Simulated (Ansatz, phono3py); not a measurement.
# Heat carried by phonons in KI (Fm-3m)

How well does the lattice of KI conduct heat?

Experimental results on record:
- thermal conductivity 2.6 W/m/K near room temperature (given in “Combining the AFLOW GIBBS and Elastic Libraries to efficiently and robustly screen thermo-mechanical properties of solids”, 2017, arXiv:1611.05714)
- thermal conductivity 2.6 W/m/K near room temperature (given in “Predicting the lattice thermal conductivity of solids by solving the Boltzmann transport equation: AFLOW - AAPL an automated, accurate and efficient framework”, 2017, arXiv:1611.05481)

Main program and level: Ansatz 0.2.0; DFT LDA, scalar-relativistic, plane waves, PAW.

### 1. Set-up

The structure is cubic, space group Fm-3m (No. 225). Conventional cell: a = 7.066 Å, b = 7.066 Å, c = 7.066 Å, α = 90.00°, β = 90.00°, γ = 90.00°. Nearest to K lie 6 I at 3.53 Å. I has 6 K at 3.53 Å nearest. Farther neighbours and most contacts between anions are not listed.

Structure file:

```cif
data_structure
_symmetry_space_group_name_H-M 'P 1'
_symmetry_Int_Tables_number 1
_cell_length_a 4.9961
_cell_length_b 4.9961
_cell_length_c 4.9961
_cell_angle_alpha 60.000
_cell_angle_beta 60.000
_cell_angle_gamma 60.000
_cell_volume 88.18
loop_
_atom_site_label
_atom_site_type_symbol
_atom_site_fract_x
_atom_site_fract_y
_atom_site_fract_z
_atom_site_occupancy
K1 K 0.00000 0.00000 0.00000 1
I2 I 0.50000 0.50000 0.50000 1
```

### 2. A first coarse run

Before spending time, one coarse run tells the gap and the pressure of the starting cell.

Contents of input.yaml:

```yaml
crystal:
  lattice:
    - [0.0, 3.532775, 3.532775]
    - [3.532775, 0.0, 3.532775]
    - [3.532775, 3.532775, 0.0]
  atoms:
    - { symbol: K, position: [0.0, 0.0, 0.0] }
    - { symbol: I, position: [0.5, 0.5, 0.5] }
kpoints:
  mp_grid: { grid: [4, 4, 4] }
hamiltonian:
  xc: lda
scf:
  occupations: { method: gaussian, width: 0.1 }
output:
  forces: true
  stress: true
  eigenvalues: true
```

Command:

```
> ansatz run input.yaml --threads 16 --pin off --max-ram 30720MiB --backend cpu --events-out ev --progress --plain --runs-dir out
```

Numbers of over 12 decimals in the logs are rounded to 6 here.

Output:

```text
Engine: ansatz 0.2.0, aarch64-unknown-linux-gnu
Pseudopotentials: kind: paw
Pseudopotential: K, paw, valence charge 9, recommended cutoff 420 eV (normal), K.paw.azcp
Pseudopotential: I, paw, valence charge 17, recommended cutoff 420 eV (normal), I.paw.azcp
Functional definition: SPW92
  exchange = slater_x
  correlation = pw_c
Crystal: 2 atoms, lattice volume = 88.182 Å³
Basis set: ecut = 420 eV, 1759 PW (Γ)
Bands: 17, of which v1, the nominal top of the filled ones, is band 13 counted from 1 (12 counted from 0)
Symmetry: 48 space group operations
Space group: Fm-3m (ITA 225), of the structure as read, at distance tolerance 4.5e-5 Å
k-points: 8 of 64
Non-local potential: K, projectors of the file, l = 0: 3, l = 1: 2, l = 2: 2
Non-local potential: I, projectors of the file, l = 0: 2, l = 1: 2, l = 2: 2, l = 3: 2
PAW form: soft (Blöchl's): semilocal exchange-correlation on the pseudo side does not see the compensation charge
PAW frozen core: K, regenerated for the run's functional, and the local potential with it (the file was generated under x = pbe(κ = 0.804, μ = 0.219515), c = pbe(β = 0.066725))
PAW frozen core: I, regenerated for the run's functional, and the local potential with it (the file was generated under x = pbe(κ = 0.804, μ = 0.219515), c = pbe(β = 0.066725))
PAW one-centre angular grid: K, 110 points (default); XC on 64 Gauss nodes
PAW one-centre angular grid: I, 590 points (default); XC on 64 Gauss nodes
Initial density: superposition of atomic densities (neutral atoms: chi_scale 0, normalization atom), corrected by the library's trained network
Initial wavefunctions: pseudopotential atomic-orbital guess
Functional: x = slater, c = lda
SCF iter   1: F=—  HF=-8855.058116 eV  |F-HF|=—  |Δ(HF+E_count)|=         —  Δρ=4.31e-3  dr2=7.36e-3  ethr=1.77e-3  ⟨swp⟩=6.4  Hψ=763  notcnv=0
preconditioner: auto → none  [insulator: Δε(μ)=3.589 eV  Ē_g=13.460 eV  σ=0.100 eV  W_gap=1.00  n_scr=14 (ndim 8)  ℏωp=14.8 eV  f_vac=0.139  D(μ)=0.00/eV (n_scr^D=0)  ε∞_Penn≈2.2]
SCF iter   2: F=—  HF=-8855.055429 eV  |F-HF|=—  |Δ(HF+E_count)|=   2.69e-3  Δρ=2.15e-3  dr2=1.72e-3  ethr=2.83e-5  ⟨swp⟩=2.0  Hψ=243  notcnv=0
SCF iter   3: F=—  HF=-8855.055400 eV  |F-HF|=—  |Δ(HF+E_count)|=   2.87e-5  Δρ=6.36e-4  dr2=6.39e-4  ethr=6.60e-6  ⟨swp⟩=2.0  Hψ=240  notcnv=0
SCF iter   4: F=—  HF=-8855.055102 eV  |F-HF|=—  |Δ(HF+E_count)|=   2.98e-4  Δρ=1.40e-4  dr2=2.32e-5  ethr=2.46e-6  ⟨swp⟩=3.0  Hψ=240  notcnv=0
SCF iter   5: F=—  HF=-8855.055087 eV  |F-HF|=—  |Δ(HF+E_count)|=   1.46e-5  Δρ=2.57e-5  dr2=7.37e-7  ethr=8.94e-8  ⟨swp⟩=2.0  Hψ=240  notcnv=0
SCF iter   6: F=-8855.055087 eV  HF=-8855.055087 eV  |F-HF|=4.18e-9  |Δ(HF+E_count)|=   3.67e-7  Δρ=4.17e-6  dr2=8.36e-9  ethr=3.85e-10  ⟨swp⟩=7.2  Hψ=692  notcnv=0
SCF 1 converged in 6 iterations: F = -8855.055087 eV  dr2 = 8.36e-9
  greatest PAW one-centre occupation: 1.000 electrons in one spin orbital (limit 2), on the I atom at site 1 (counted from 0), in its partial waves of l = 2
SCF converged after 6 iterations
Free energy (F): -8855.055087 eV
Harris-Foulkes:  -8855.055087 eV  (|F-HF|=4.18e-9)
Internal energy: -8855.055087 eV  (E = F + TS)
E sigma→0 (E₀):  -8855.055087 eV
Fermi energy:    3.803860 eV
--- Per-component energies (eV) ---
  E_band       = -527.480400
  E_kinetic    = 443.126765
  E_local      = -2837.770021  (includes V_loc(G=0)·N_el)
  E_nonlocal   = -69.792785
  E_hartree    = 1340.208690
  E_xc         = -260.082891
  E_vxc        = -291.967389  (∫ρ·V_xc dr)
  E_paw        = -5403.351261  (= ΣΔE_a)
  E_vpaw       = -451.491451  (= ΣTr[D̂ρ^β])
  E_aug_tail   = 0.000059  (compensation charges beyond the density's cutoff)
  E_ewald      = -2068.432357
  E_core_change = 1.038715  (= ΣΔE_core)
  E_smearing   = -0.000000  (= −TS)
  E_closure    = 0.000000  (closes the sum)
  Σ components = -8855.055087   (vs F -8855.055087, Δ=0.00e0)
--- Forces (eV/Å), atoms counted from 1 ---
  atom   1  K     -0.00000000    -0.00000000    -0.00000000
  atom   2  I      0.00000000    -0.00000000    -0.00000000
  max |Σ_I F_I| component: 6.51e-29 eV/Å
--- Stress (GPa, compression-positive) ---
       -1.306057       0.000000      -0.000000
       -0.000000      -1.306057       0.000000
        0.000000      -0.000000      -1.306057
  P = ⅓ Tr σ = -1.3061 GPa (-13.061 kbar)
--- Band table (eV; the first three rows and the last of 8) ---
  k-point 0: bands = [... 9 lower, -8.6159, 1.9998, 1.9998, 1.9998, 5.6049, 8.3004, 8.3004, 8.3004]
  k-point 1: bands = [... 9 lower, -8.4586, 1.1936, 1.8150, 1.8150, 6.7450, 8.3421, 8.9143, 8.9143]
  k-point 2: bands = [... 9 lower, -8.3140, 0.6162, 1.6482, 1.6482, 7.2494, 9.4415, 9.9806, 9.9806]
  k-point 7: bands = [... 9 lower, -8.4050, 1.2421, 1.2421, 1.3710, 8.2401, 8.2401, 8.3955, 9.9118]
```

The job ended after 0.39 s (16 threads of Arm Neoverse V2, shared host; peak memory 0.34 GiB).

In the SCF lines HF is the Harris–Foulkes energy and dr2 the Hartree energy of the density residual, in eV; the loop may stop once dr2 is under the threshold and the program's other checks hold. Hψ counts applications of the Hamiltonian.

A gap read on the k-mesh alone can miss the band edges.

Numbers from this step:

```
pressure          : -1.306 GPa
gap on the k-mesh : 3.605 eV
volume per atom   : 44.09 Å³
```

The start is under -1.3 GPa at this level and looks like an insulator or semiconductor on this mesh.

### 3. Finding the static equilibrium

The vibrations must be taken about the equilibrium of this functional, not about the starting cell, so the structure is relaxed.

input.yaml, the sections that differ from step 2:

```yaml
kpoints:
  mp_grid: { grid: [6, 6, 6] }
scf:
  occupations: { method: gaussian, width: 0.02 }
output:
  forces: true
  stress: true
  eigenvalues: true
  write_density: true
  write_potential: true
  elf: true
  volumetric_format: npy
relax:
  adjacent_minimum: "off"
  f_tol: 0.005
  max_steps: 80
  cell: { stress_tol: 0.05 }
# crystal, hamiltonian: as in step 2
```

Output:

```text
[...]
Crystal: 2 atoms, lattice volume = 88.182 Å³
Basis set: ecut = 420 eV, 1759 PW (Γ)
Bands: 17, of which v1, the nominal top of the filled ones, is band 13 counted from 1 (12 counted from 0)
Symmetry: 48 space group operations
[...]
k-points: 16 of 216
[...]
SCF iter   1: F=—  HF=-8855.059262 eV  |F-HF|=—  |Δ(HF+E_count)|=         —  Δρ=4.31e-3  dr2=7.75e-3  ethr=1.77e-3  ⟨swp⟩=6.9  Hψ=1633  notcnv=0
[...]
SCF iter   6: F=-8855.056220 eV  HF=-8855.056220 eV  |F-HF|=1.46e-10  |Δ(HF+E_count)|=   1.33e-7  Δρ=2.18e-6  dr2=1.11e-9  ethr=3.85e-10  ⟨swp⟩=10.5  Hψ=2045  notcnv=0
SCF 1 converged in 6 iterations: F = -8855.056220 eV  dr2 = 1.11e-9
[...]
relax step   1: F+E_penalty+E_count = -8855.05622008 eV  Δ(F+E_penalty+E_count) = +0.000e0 eV  max|allowed force component| = 2.939e-29 eV/Å  Δτ_max = 0.0000 Å  P = -1.314 GPa  Ω = 88.182 Å³  (6 SCF iters, dr2 threshold 1.00e-7 eV, accepted)
Crystal: 2 atoms, lattice volume = 84.449 Å³
Basis set: ecut = 420 eV, 1639 PW (Γ)
[...]
iter 1 solved again at ethr=1.13e-5 eV; its pass at ethr=3.10e-3 eV (dr2=2.94e-3 eV) is discarded
[...]
SCF iter   5: F=-8855.082313 eV  HF=-8855.082313 eV  |F-HF|=2.07e-8  |Δ(HF+E_count)|=   5.87e-7  Δρ=8.23e-6  dr2=5.23e-8  ethr=7.69e-10  ⟨swp⟩=8.8  Hψ=2100  notcnv=0
SCF 2 converged in 5 iterations: F = -8855.082313 eV  dr2 = 5.23e-8
relax step   2: F+E_penalty+E_count = -8855.08231257 eV  Δ(F+E_penalty+E_count) = -2.609e-2 eV  max|allowed force component| = 1.878e-29 eV/Å  Δτ_max = 0.0000 Å  P = -0.873 GPa  Ω = 84.449 Å³  energy of the carried Pulay correction = +3.668e-4 eV  (5 SCF iters, dr2 threshold 2.00e-7 eV, accepted)
Crystal: 2 atoms, lattice volume = 77.921 Å³
Basis set: ecut = 420 eV, 1471 PW (Γ)
[...]
SCF iter   5: F=-8855.097018 eV  HF=-8855.097018 eV  |F-HF|=4.23e-8  |Δ(HF+E_count)|=   1.60e-6  Δρ=1.40e-5  dr2=1.40e-7  ethr=7.69e-10  ⟨swp⟩=9.3  Hψ=2192  notcnv=0
SCF 3 converged in 5 iterations: F = -8855.097018 eV  dr2 = 1.40e-7
relax step   3: F+E_penalty+E_count = -8855.09701786 eV  Δ(F+E_penalty+E_count) = -1.471e-2 eV  max|allowed force component| = 7.889e-29 eV/Å  Δτ_max = 0.0000 Å  P = +0.279 GPa  Ω = 77.921 Å³  energy of the carried Pulay correction = +1.048e-3 eV  (5 SCF iters, dr2 threshold 2.00e-7 eV, accepted)
[...]
relax step   4: F+E_penalty+E_count = -8855.09796327 eV  Δ(F+E_penalty+E_count) = -9.454e-4 eV  max|allowed force component| = 1.039e-28 eV/Å  Δτ_max = 0.0000 Å  P = -0.035 GPa  Ω = 79.408 Å³  energy of the carried Pulay correction = +8.882e-4 eV  (5 SCF iters, dr2 threshold 1.95e-7 eV, accepted)
[...]
SCF iter   5: F=-8855.097118 eV  HF=-8855.097118 eV  |F-HF|=9.09e-12  |Δ(HF+E_count)|=  1.96e-10  Δρ=1.19e-7  dr2=5.08e-12  ethr=1.00e-12  ⟨swp⟩=5.2  Hψ=1506  notcnv=0
SCF 5 converged in 5 iterations: F = -8855.097118 eV  dr2 = 5.08e-12
relax step   5: F+E_penalty+E_count = -8855.09711844 eV  Δ(F+E_penalty+E_count) = +8.448e-4 eV  max|allowed force component| = 9.006e-29 eV/Å  Δτ_max = 0.0000 Å  P = -0.038 GPa  Ω = 79.408 Å³  stress off target by 3.84e-2 GPa  SCF on the basis re-selected at this cell (its energy is not comparable with the rows above)  (5 SCF iters)
basis re-selected at this cell: Δ(F+E_penalty+E_count) = +8.448e-4 eV, ΔP = -0.003 GPa vs the last step (what re-selecting the basis moved, of the pressure what is left beyond the Pulay correction that the steps carried, after the strain that the cell walked since its last selection, with what the two solves' SCF thresholds leave and, on support functions, any second-order correction that the steps lacked; it is no m [...]
SCF converged after 5 iterations
Free energy (F): -8855.097118 eV
[...]
Internal energy: -8855.097118 eV  (E = F + TS)
E sigma→0 (E₀):  -8855.097118 eV
Fermi energy:    4.810176 eV
[...]
--- Stress (GPa, compression-positive) ---
       -0.038388       0.000000      -0.000000
        0.000000      -0.038388       0.000000
       -0.000000      -0.000000      -0.038388
  P = ⅓ Tr σ = -0.0384 GPa (-0.384 kbar)
--- Band table (eV; the first three rows and the last of 16) ---
  k-point 0: bands = [... 9 lower, -7.9116, 2.8787, 2.8787, 2.8787, 6.7415, 9.1180, 9.1180, 9.1180]
  k-point 1: bands = [... 9 lower, -7.7683, 2.3414, 2.7541, 2.7541, 7.4447, 9.0654, 9.4424, 9.4424]
  k-point 2: bands = [... 9 lower, -7.5280, 1.5541, 2.5282, 2.5282, 8.1001, 9.9320, 10.2473, 10.2473]
  k-point 15: bands = [... 9 lower, -7.6210, 1.8190, 2.1883, 2.1888, 8.2396, 9.3052, 10.2348, 11.3240]
--- Relaxed structure (4 steps of the walk, 4 accepted, 1 SCFs on fresh bases) ---
  F+E_penalty+E_count = -8855.09711844 eV   max|allowed force component| = 9.006e-29 eV/Å   (the final SCF, on the basis selected at the relaxed cell)
  cell:  # Å, volume = 79.4081 Å³
    - [0, 3.411496, 3.411496]
    - [3.411496, 0, 3.411496]
    - [3.411496, 3.411496, 0]
  atoms:
    - { symbol: K, position: [0, 0, 0] }
    - { symbol: I, position: [0.500000, 0.500000, 0.500000] }
```

The job ended after 1.8 s (16 threads; peak memory 0.43 GiB).

Relaxation path:

| step | energy less that of the first step (eV) | largest force component (eV/Å) | pressure (GPa) | volume (Å³) |
| --- | --- | --- | --- | --- |
| 1 | 0.0000 | 0.0000 | -1.31 | 88.18 |
| 2 | -0.0261 | 0.0000 | -0.87 | 84.45 |
| 3 | -0.0408 | 0.0000 | 0.28 | 77.92 |
| 4 | -0.0417 | 0.0000 | -0.04 | 79.41 |
| 5* | -0.0409 | 0.0000 | -0.04 | 79.41 |

Relaxation steps marked * repeat the geometry before them on a plane-wave basis chosen anew for their cell, so energy and pressure can jump there.

The run keeps the 48 symmetry operations that it works with, so distortions that break them were not tested.

| conventional cell, symmetrised | before | after | change |
| --- | --- | --- | --- |
| a (Å) | 7.066 | 6.823 | -3.4 % |
| b (Å) | 7.066 | 6.823 | -3.4 % |
| c (Å) | 7.066 | 6.823 | -3.4 % |
| volume (Å³/atom) | 44.09 | 39.70 | -9.9 % |

Final coordinates:

```xyz
2
Lattice="0.0000 3.4115 3.4115 3.4115 0.0000 3.4115 3.4115 3.4115 0.0000" Properties=species:S:1:pos:R:3 pbc="T T T"
K     0.0000    0.0000    0.0000
I     3.4115    3.4115    3.4115
```

Numbers from this step:

```yaml
pressure: -0.03839 GPa
gap_on_the_k_mesh: 3.863 eV
volume_per_atom: 39.70 Å³
```

Electrostatic potential energy in the ac plane of the conventional cell at fractional y = 0.000, with atoms of K and I within 0.2 Å of it. With pseudopotentials it is smooth inside the atoms' cores, unlike the true potential.

Ten even steps from '0' (-38 eV) to '9' (8 eV), each cell a mean:
```
0158998579956999730
2479998656558999863
7899999876689999987
9999999999999999999
9999999999999999999
8899999998999999998
5689999875689999865
7558998620158999757
9857998500027998669
9758998510037999659
6569999742368999755
6789999987889999986
9999999999999999999
9999999999999999999
8999999988899999999
5789999765578999986
0379998567757999841
0058997589966999720
```
Columns run along a (6.8 Å; values clipped at the 3rd and 97th percentile), rows up along c (6.8 Å), edges of the conventional cell, whose origin can differ from the input's. Atoms in or near the plane, at fractional coordinates: K at (0.00, 0.00), K at (0.50, 0.50), I at (0.50, 0.00), I at (0.00, 0.50).

Valence density in the ac plane of the conventional cell at fractional y = 0.000, with atoms of K and I within 0.2 Å of it. It is the smooth field of the valence electrons, not physical close to the nuclei.

Ten steps, logarithmic in the rise over the least value, from '0' (0 e/Å³) to '9' (17 e/Å³), each cell a mean:
```
6641012479863100256
5420002356542100135
2100001223321000012
0000000011110000000
1000000000000000001
2210000001100000112
4321000134320001234
8632101356642001357
9842101467652002369
9742101466652001369
6531000245531001246
3221000022210000123
1100000000000000011
0000000001100000000
1000000122211000001
4310001234432100023
6531012368743100246
7641012489963100356
```
Columns run along a (6.8 Å), rows up along c (6.8 Å), edges of the conventional cell, whose origin can differ from the input's. Atoms in or near the plane, at fractional coordinates: K at (0.00, 0.00), K at (0.50, 0.50), I at (0.50, 0.00), I at (0.00, 0.50).

ELF in the ac plane of the conventional cell at fractional y = 0.000, with atoms of K and I within 0.2 Å of it. It is the smooth field of the valence electrons, not physical close to the nuclei.

Values, 10 rows by 16 columns, each cell a mean:
```
0.81 0.83 0.49 0.09 0.47 0.74 0.61 0.40 0.37 0.54 0.71 0.65 0.16 0.27 0.76 0.82
0.42 0.29 0.09 0.04 0.29 0.64 0.72 0.71 0.70 0.72 0.70 0.44 0.09 0.05 0.22 0.39
0.42 0.40 0.31 0.13 0.06 0.14 0.22 0.26 0.26 0.24 0.17 0.07 0.07 0.24 0.37 0.41
0.66 0.70 0.73 0.53 0.11 0.07 0.36 0.58 0.61 0.47 0.17 0.05 0.35 0.71 0.73 0.67
0.32 0.48 0.69 0.66 0.16 0.31 0.81 0.81 0.75 0.84 0.55 0.10 0.48 0.73 0.58 0.34
0.37 0.54 0.71 0.65 0.16 0.27 0.76 0.82 0.81 0.83 0.49 0.09 0.47 0.74 0.61 0.40
0.70 0.72 0.70 0.44 0.09 0.05 0.22 0.39 0.42 0.29 0.09 0.04 0.29 0.64 0.72 0.71
0.26 0.24 0.17 0.07 0.07 0.24 0.37 0.41 0.42 0.40 0.31 0.13 0.06 0.14 0.22 0.26
0.61 0.47 0.17 0.05 0.35 0.71 0.73 0.67 0.66 0.70 0.73 0.53 0.11 0.07 0.36 0.58
0.75 0.84 0.55 0.10 0.48 0.73 0.58 0.34 0.32 0.48 0.69 0.66 0.16 0.31 0.81 0.81
```
Columns run along a (6.8 Å), rows up along c (6.8 Å), edges of the conventional cell, whose origin can differ from the input's. Atoms in or near the plane, at fractional coordinates: K at (0.00, 0.00), K at (0.50, 0.50), I at (0.50, 0.00), I at (0.00, 0.50).

The relaxation ends with a pressure of -0.04 GPa.

[end of part 1 of 4]

[Logs are printed without paths, hosts, clocks, repeated set-up lines and the standing remarks that a program may print on its own settings, such as how far it seeks lower states.]

[Hosts, paths, dates, database ids (printed as entryN), source tags and the programs' standing remarks are cut or masked in the printed files.]

[A step with changed settings may run another functional than the one named; its input shows which.]
